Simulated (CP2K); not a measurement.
Two runs for the C K edge of acetylallene. Run A: CP2K XAS_TDP, all-electron GAPW, PBEh(45%), aug-cc-pVDZ, TDA, no relativity. Run B differs in one setting.

First lines with a strength over 0.0015. A:

| atom | energy (eV) | states | strength, one atom |
| --- | --- | --- | --- |
| C1 (bonded to C and 2 H) | 281.56 | 1 | 0.0479 |
|  | 284.52 | 1 | 0.0037 |
|  | 285.32 | 1 | 0.0169 |
|  | 285.81 | 1 | 0.0033 |
|  | 285.90 | 1 | 0.0049 |
| C2 (bonded to 2 C) | 281.20 | 1 | 0.0571 |
|  | 281.86 | 1 | 0.0564 |
|  | 286.29 | 1 | 0.0019 |
|  | 288.15 | 1 | 0.0015 |
|  | 289.39 | 1 | 0.0015 |
| C3 (bonded to 2 C and H) | 281.28 | 1 | 0.0310 |
|  | 283.43 | 1 | 0.0024 |
|  | 284.34 | 1 | 0.0221 |
|  | 284.90 | 1 | 0.0021 |
|  | 285.61 | 1 | 0.0081 |
| C4 (bonded to 2 C and O) | 281.95 | 1 | 0.0644 |
|  | 286.48 | 1 | 0.0082 |
|  | 286.90 | 1 | 0.0103 |
|  | 288.36 | 1 | 0.0053 |
|  | 288.67 | 1 | 0.0030 |
| C5 (bonded to C and 3 H) | 283.93 | 1 | 0.0049 |
|  | 284.32 | 1 | 0.0019 |
|  | 284.61 | 1 | 0.0190 |
|  | 284.87 | 1 | 0.0181 |
|  | 285.38 | 1 | 0.0070 |

B:

| atom | energy (eV) | states | strength, one atom |
| --- | --- | --- | --- |
| C1 (bonded to C and 2 H) | 287.67 | 1 | 0.0468 |
|  | 290.63 | 1 | 0.0036 |
|  | 291.43 | 1 | 0.0165 |
|  | 291.92 | 1 | 0.0032 |
|  | 292.01 | 1 | 0.0048 |
| C2 (bonded to 2 C) | 286.88 | 1 | 0.0560 |
|  | 287.54 | 1 | 0.0553 |
|  | 291.97 | 1 | 0.0018 |
|  | 295.07 | 1 | 0.0015 |
|  | 295.31 | 1 | 0.0028 |
| C3 (bonded to 2 C and H) | 287.13 | 1 | 0.0304 |
|  | 289.28 | 1 | 0.0024 |
|  | 290.19 | 1 | 0.0216 |
|  | 290.76 | 1 | 0.0020 |
|  | 291.47 | 1 | 0.0079 |
| C4 (bonded to 2 C and O) | 288.33 | 1 | 0.0630 |
|  | 292.85 | 1 | 0.0081 |
|  | 293.28 | 1 | 0.0101 |
|  | 294.73 | 1 | 0.0052 |
|  | 295.05 | 1 | 0.0030 |
| C5 (bonded to C and 3 H) | 290.35 | 1 | 0.0048 |
|  | 290.73 | 1 | 0.0019 |
|  | 291.03 | 1 | 0.0186 |
|  | 291.28 | 1 | 0.0177 |
|  | 291.80 | 1 | 0.0068 |

Which was it: GW2X switched on, the basis, scalar relativity switched on, the functional?

GW2X switched on. GW2X shifts an atom's lines together and keeps their spacings. Against PBEh(45%) in aug-cc-pVDZ, the leading lines move by +6.11 eV (C1, to 287.67), +5.68 eV (C2, to 286.88), +5.85 eV (C3, to 287.13), +6.38 eV (C4, to 288.33) and +6.42 eV (C5, to 291.03).

[Hosts, paths, dates, database ids (printed as entryN), source tags and the programs' standing remarks are cut or masked in the printed files.]
